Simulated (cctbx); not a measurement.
## Lattice, Laue class and space group of a new crystal

Cell: a = 4.0230 Å, b = 4.0230 Å, c = 7.7490 Å, α = 90.00°, β = 90.00°, γ = 120.00°. Expected content of the cell: Pb2 As2 Zn1.

The data are simulated with cctbx, not measured: Mo Kα, λ = 0.71073 Å, to d = 0.6 Å, 80 % of the full sphere, strongest reflection 70000 counts, noise from counting, a 2 % proportional error and a noise floor of 4 counts (s.d.); no absorption, some extinction.

Tests on the unmerged data give:

```text
1706 reflections to d = 0.602 A
centring   violations  <I/sigma> of those
    A        852 of   852     36.4
    B        844 of   844     36.2
    C        828 of   828     36.2
    I        860 of   860     36.4
    R       1144 of  1144     35.3
    F       1262 of  1262     36.3
Laue class    unique    Rint  (classes that these axes allow; Friedel mates merged)
P -1             1017   0.027
P 1 1 2/m         562   0.027
P -3              362   0.028
P -3 1 m          218   0.029
P -3 m 1          241   0.029
P 6/m             197   0.029
P 6/m m m         147   0.030
space group    extra absences  I>4sigma  <I/sigma>
P 6 2 2                 0          0         -  acentric
P 6 m m                 0          0         -  acentric
P -6 m 2                0          0         -  acentric
P -6 2 m                0          0         -  acentric
P 6/m m m               0          0         -  centric
Wilson B = 0.29 A^2   <|E^2-1|> = 0.608 (0.968 centric, 0.736 acentric)   E^2>4: 0.0 %
shell (A)         n   <I/sigma>
 7.75 - 1.20     27     74.3
 1.20 - 0.96     20     80.5
 0.96 - 0.84     19     86.7
 0.84 - 0.76     16     87.5
 0.76 - 0.70     15     91.4
 0.70 - 0.66     15     67.4
 0.66 - 0.63     18     90.9
 0.63 - 0.60     17     89.2
```

Q: Read the symmetry from these tables.

Every centring test has many violations, so the lattice is primitive.

Rint stays low (0.027 to 0.030) up to P 6/m m m, the highest class in these axes.

5 settings pass the absence test. No glide or screw absences show, which leaves P 6 2 2, P 6 m m, P -6 m 2, P -6 2 m and P 6/m m m.

⟨|E²−1|⟩ = 0.608 leans to a non-centrosymmetric structure, or to twinning, which lowers it. The Wilson B of 0.29 Å² means U ≈ 0.0037 Å².

The true group is P-6m2 (no. 187), Laue class 6/mmm, non-centrosymmetric. The tables only narrow the choice to the tied entries; cell content, site symmetry and trial solutions must settle it.

This is a model crystal, built by substitution and not relaxed, with assumed displacement parameters.

[Logs are printed without paths, hosts, clocks, repeated set-up lines and the standing remarks that a program may print on its own settings, such as how far it seeks lower states.]
